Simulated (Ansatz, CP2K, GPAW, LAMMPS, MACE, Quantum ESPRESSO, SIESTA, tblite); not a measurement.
# From one method to another: forces in amorphous 29Ga2O3-71GeO2 (mol %) (86 atoms)

86 atoms (14 Fe, 17 Ge, 55 O) placed at random at 3.54 g/cm³, melted at 5000 K for 10 ps at fixed volume with the Morse and Coulomb pair potential with partial charges (Pedone, Malavasi, Menziani, Cormack and Segre, J. Phys. Chem. B 110, 11780 (2006)). Quenched from 5000 K to 300 K at 100 K/ps and fixed volume, held 5 ps, then minimised at fixed cell. Then Fe was replaced by Ga and the cell scaled by 1.006 (the potential has no terms for the new elements, so the cell is a start for a DFT relaxation).

Two calculations on one geometry. First: Kohn-Sham DFT, revPBE, PAW, atomic orbitals (dzp); LCAO dzp; h 0.18 Å; levels smeared at 580 K (GPAW 26.7.0; Γ point). Second: Kohn-Sham DFT, PBE, PAW, plane waves (Ansatz 0.2.0; cutoff 420 eV, Γ point, fermi-dirac smearing of 0.05 eV; PAW set soft_2).

Cell vectors (Å):

```
11.142 0.000 0.000
0.000 11.142 0.000
0.000 0.000 11.142
```

Atom, position (Å) and force of the first calculation (eV/Å):

```
1 Ga 9.002 3.279 6.398 -0.754 -0.344 -0.181
2 Ga 8.914 10.572 9.692 -0.565 -1.172 -0.708
3 Ga 9.956 6.596 2.277 0.265 0.120 -1.043
4 Ga 10.732 2.377 8.827 1.127 0.393 -0.074
5 Ga 5.110 2.273 2.528 -0.254 0.167 0.241
6 Ga 0.761 10.753 9.601 0.717 -0.029 -0.476
7 Ga 10.235 1.299 0.956 0.303 0.070 1.265
8 Ga 10.487 10.251 3.635 0.092 1.019 -0.205
9 Ga 5.336 0.852 8.841 -0.319 0.406 -1.116
10 Ga 9.968 7.043 5.569 -0.544 -0.046 0.777
11 Ga 10.715 9.822 6.616 -0.093 -0.068 -0.488
12 Ga 2.737 10.875 6.965 -0.055 -0.594 -0.565
13 Ga 8.103 1.572 3.791 -0.514 0.362 0.369
14 Ga 8.194 5.017 4.542 -0.961 -0.538 0.345
15 Ge 3.805 9.317 9.695 -0.043 -0.763 -0.393
16 Ge 7.725 0.048 7.022 -1.364 -0.007 -0.320
17 Ge 0.662 5.080 10.702 -0.313 -0.178 -0.468
18 Ge 10.476 7.445 9.012 -1.005 -1.181 0.886
19 Ge 5.146 10.156 1.559 -0.287 -0.163 0.875
20 Ge 2.695 2.869 9.582 -0.350 0.186 -0.540
21 Ge 1.568 5.964 4.045 1.372 -0.647 0.341
22 Ge 8.138 4.866 9.362 0.703 1.253 -0.744
23 Ge 8.301 9.777 1.899 -0.655 -0.156 -0.556
24 Ge 5.792 2.674 5.750 0.496 0.526 1.125
25 Ge 3.633 8.746 4.220 1.275 0.269 0.760
26 Ge 0.654 1.736 5.579 0.815 -0.571 -0.552
27 Ge 8.005 3.902 1.551 -0.187 -0.747 -0.692
28 Ge 1.633 3.025 2.555 -0.103 -0.676 0.475
29 Ge 5.411 6.606 8.242 0.298 0.043 -0.591
30 Ge 3.195 4.535 6.630 1.278 -0.340 0.423
31 Ge 6.758 8.195 5.603 -1.134 0.464 0.516
32 O 8.558 5.243 2.588 0.431 2.054 1.179
33 O 11.008 0.228 5.178 -1.627 -2.647 -0.289
34 O 5.738 1.489 7.027 -0.091 -2.073 1.734
35 O 2.172 1.344 6.257 2.835 0.585 0.938
36 O 4.294 3.514 5.720 -1.732 0.208 -1.686
37 O 2.177 4.164 10.653 2.150 0.977 1.978
38 O 7.973 7.123 4.923 1.949 -1.271 -1.345
39 O 8.728 2.302 1.736 0.708 -2.206 0.307
40 O 1.516 1.570 9.392 -2.376 -1.679 -0.372
41 O 2.007 5.235 5.577 -1.357 -0.081 1.086
42 O 1.003 10.386 7.705 0.118 -0.122 0.547
43 O 9.488 5.206 6.026 -0.043 0.311 -0.533
44 O 4.044 10.538 8.400 1.085 1.462 -1.600
45 O 6.430 3.612 2.178 -2.027 0.514 0.744
46 O 8.533 10.588 0.406 0.437 2.103 -2.483
47 O 10.337 8.892 4.953 0.243 -0.232 0.493
48 O 1.791 4.749 2.856 0.797 1.068 -2.042
49 O 8.576 10.893 3.260 -0.092 1.061 1.943
50 O 8.574 3.499 8.329 0.784 -1.951 -0.569
51 O 2.176 9.621 10.084 -2.599 -0.482 1.494
52 O 4.735 9.889 11.035 1.132 0.368 -0.592
53 O 3.993 9.614 2.743 -1.840 0.163 -0.330
54 O 10.250 0.859 10.019 0.162 -0.365 0.649
55 O 6.133 1.864 4.241 -0.007 -1.808 -2.654
56 O 0.640 6.508 9.639 2.876 0.637 -0.460
57 O 2.990 9.711 5.497 -1.053 0.593 0.931
58 O 6.427 7.499 7.155 1.150 0.194 1.147
59 O 2.535 7.405 3.946 -0.028 0.431 -1.050
60 O 4.517 7.832 9.137 -0.458 -0.576 0.870
61 O 4.246 5.758 7.292 -0.464 0.834 -0.420
62 O 11.008 6.401 3.942 -2.172 0.761 -0.028
63 O 5.238 8.242 4.777 -0.080 -0.939 -0.865
64 O 6.975 3.964 5.749 1.807 2.106 0.850
65 O 10.884 3.912 9.809 -2.148 -0.620 -0.569
66 O 4.221 2.075 9.691 2.301 -0.361 1.310
67 O 9.352 8.432 2.194 1.828 -1.979 0.816
68 O 8.189 1.377 6.048 0.754 2.170 -2.079
69 O 0.519 2.550 1.320 -0.773 0.189 -1.875
70 O 7.267 9.823 6.059 -0.250 -0.173 -1.417
71 O 8.997 3.158 4.333 0.905 -0.014 0.247
72 O 6.643 9.338 1.915 -0.635 -2.721 0.609
73 O 10.932 5.742 0.901 -0.783 0.660 1.816
74 O 0.920 2.505 4.078 -0.951 0.764 0.063
75 O 10.520 7.829 7.309 0.441 0.714 -2.976
76 O 5.556 0.657 1.721 1.027 2.195 -0.520
77 O 6.516 5.488 8.994 -0.667 -1.054 1.079
78 O 10.915 10.986 1.980 0.891 -0.487 -0.628
79 O 7.147 0.039 8.729 -0.676 0.068 2.357
80 O 9.125 6.334 9.220 -1.099 0.290 0.232
81 O 10.261 9.069 9.666 0.197 2.385 1.251
82 O 10.802 2.404 6.876 -1.909 1.572 1.529
83 O 3.249 2.442 2.432 1.817 -0.901 -0.416
84 O 2.646 3.703 8.039 -1.466 0.058 -0.398
85 O 9.312 10.668 7.627 1.329 -0.372 1.816
86 O 8.091 4.350 11.033 0.065 0.057 -0.597
```

Q: Give the forces of the second method.

Atom and force (eV/Å):

```
1 -0.684 -0.119 -0.195
2 -0.044 -0.830 -0.086
3 0.374 -0.146 -1.092
4 1.284 1.086 0.414
5 -0.136 -0.291 -0.148
6 1.387 -0.407 -1.010
7 0.741 0.142 1.913
8 -0.118 1.228 -0.139
9 -0.722 0.720 -1.427
10 -0.537 -0.054 0.648
11 -0.043 0.174 -0.175
12 -0.649 -0.412 -1.116
13 -0.201 0.618 0.559
14 -0.332 -0.945 0.726
15 -0.046 -0.393 -0.085
16 -0.686 -0.154 -0.534
17 -0.742 -0.245 -0.746
18 -0.918 -1.208 0.653
19 0.007 0.136 0.808
20 -0.242 0.128 -0.878
21 1.380 -0.718 0.243
22 0.525 1.185 -0.437
23 -0.703 -0.162 -0.651
24 0.305 0.637 0.864
25 1.170 0.369 0.861
26 1.079 -0.798 -0.699
27 -0.571 -0.793 -0.739
28 0.021 -0.642 0.603
29 0.305 0.045 -0.976
30 1.414 -0.273 0.583
31 -1.294 0.323 0.862
32 0.589 1.688 1.064
33 -1.201 -2.145 -0.389
34 -0.132 -1.412 1.540
35 1.927 -0.387 0.900
36 -1.252 0.167 -0.984
37 1.396 0.644 1.308
38 1.445 -0.797 -0.741
39 0.818 -1.524 0.071
40 -1.895 -0.992 -0.314
41 -0.735 -0.074 0.814
42 -0.065 -0.138 0.296
43 -0.429 0.460 -1.150
44 0.713 1.366 -1.240
45 -1.585 -0.080 0.318
46 0.444 1.307 -2.317
47 0.326 0.322 0.615
48 0.392 0.859 -1.109
49 0.077 0.941 1.475
50 0.706 -1.123 -0.624
51 -2.044 -0.037 0.798
52 0.661 0.168 -0.341
53 -1.172 -0.141 -0.236
54 0.190 -0.510 0.296
55 0.000 -1.095 -2.113
56 1.770 0.519 -0.332
57 -0.629 0.647 0.864
58 0.527 0.103 0.724
59 -0.034 0.225 -0.683
60 -0.344 -0.245 0.701
61 -0.256 0.604 -0.129
62 -1.618 0.721 -0.087
63 0.111 -0.594 -0.623
64 1.462 1.492 0.483
65 -1.550 -1.096 -0.818
66 1.854 -0.647 0.536
67 1.325 -1.853 0.540
68 0.539 1.369 -1.327
69 -0.616 -0.135 -1.000
70 -0.207 -0.236 -0.963
71 0.121 -0.399 0.549
72 -0.389 -1.621 0.324
73 -0.708 0.649 1.626
74 -0.663 0.427 0.389
75 0.168 0.518 -2.398
76 0.180 1.903 0.067
77 -0.438 -0.582 0.733
78 0.087 -0.131 0.051
79 -0.750 0.251 1.620
80 -0.754 0.173 0.156
81 0.004 1.797 0.857
82 -1.646 1.267 1.427
83 1.835 -0.465 -0.235
84 -0.908 0.126 -0.473
85 1.047 -0.557 1.248
86 -0.018 0.107 -0.368
```

The two sets differ by 389 meV/Å r.m.s., 44 % of the r.m.s. force of the Ansatz run. The network of bonds at the start is that of the classical potential that made the cell, and needn't be the one that DFT or experiment would give. The electronic-structure runs sample only Γ, in a cell whose shortest periodic width is 11 Å.

[Logs are printed without paths, hosts, clocks, repeated set-up lines and the standing remarks that a program may print on its own settings, such as how far it seeks lower states.]

[Hosts, paths, dates, database ids (printed as entryN), source tags and the programs' standing remarks are cut or masked in the printed files.]
